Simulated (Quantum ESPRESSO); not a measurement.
**SiC, zinc blende: band edges under a change of volume**

How fast do the gaps move when the cell is scaled evenly?

Calculated with Quantum ESPRESSO 7.5, PBEsol, PseudoDojo 0.4.1 norm-conserving potentials, cutoff 1170 eV, Fermi–Dirac smearing 0.02 eV, k-mesh 11×11×11, no spin polarisation, no spin-orbit coupling.

Reference cell, relaxed at zero pressure with PBEsol (F-43m): a = 3.0811 Å, b = 3.0811 Å, c = 3.0811 Å, α = 60.00°, β = 60.00°, γ = 60.00°.

```
atom       x       y       z
  Si  0.0000  0.0000  0.0000
   C  0.7500  0.7500  0.7500
```

Levels are read on the k-mesh and along lines from Γ to X = (0.5, 0, 0.5), L = (0.5, 0.5, 0.5), K = (0.375, 0.375, 0.75) and W = (0.5, 0.25, 0.75) in the reciprocal basis of this cell (the letters only name these points), and count from the highest filled level.

| ln(V/V0) | gap (eV) | direct gap at Γ (eV) | lowest empty at X (eV) |
| --- | --- | --- | --- |
| −0.0619 | 1.183 | 6.905 | 1.183 |
| −0.0202 | 1.222 | 6.416 | 1.222 |
| 0.0000 | 1.240 | 6.180 | 1.240 |
| 0.0198 | 1.257 | 5.951 | 1.257 |
| 0.0392 | 1.273 | 5.726 | 1.273 |
| 0.0583 | 1.289 | 5.507 | 1.289 |

**Question.** Fit the direct gap at Γ and give it at ln(V/V0) = −0.0408, a row left out above.

A straight line through the 6 rows: the means are 0.005867 for ln(V/V0) and 6.1142 for the level, Σ(Δx)² = 0.009361 and ΣΔxΔy = −0.1089, so the slope is −0.1089/0.009361 = −11.633 and the intercept 6.1142 − (−11.633)(0.005867) = 6.1824.

The slope is the volume deformation potential of this gap, −11.63 eV, as a mean over the range. The line gives 6.657 eV. The run itself gives 6.657 eV, so the estimate misses by 0.000 eV, a rounding's worth.

The gap lies below the direct one at Γ in every row. Semilocal functionals give gaps that are too small, and the error differs from valley to valley, so the order of close valleys can be wrong too.

[Logs are printed without paths, hosts, clocks, repeated set-up lines and the standing remarks that a program may print on its own settings, such as how far it seeks lower states.]
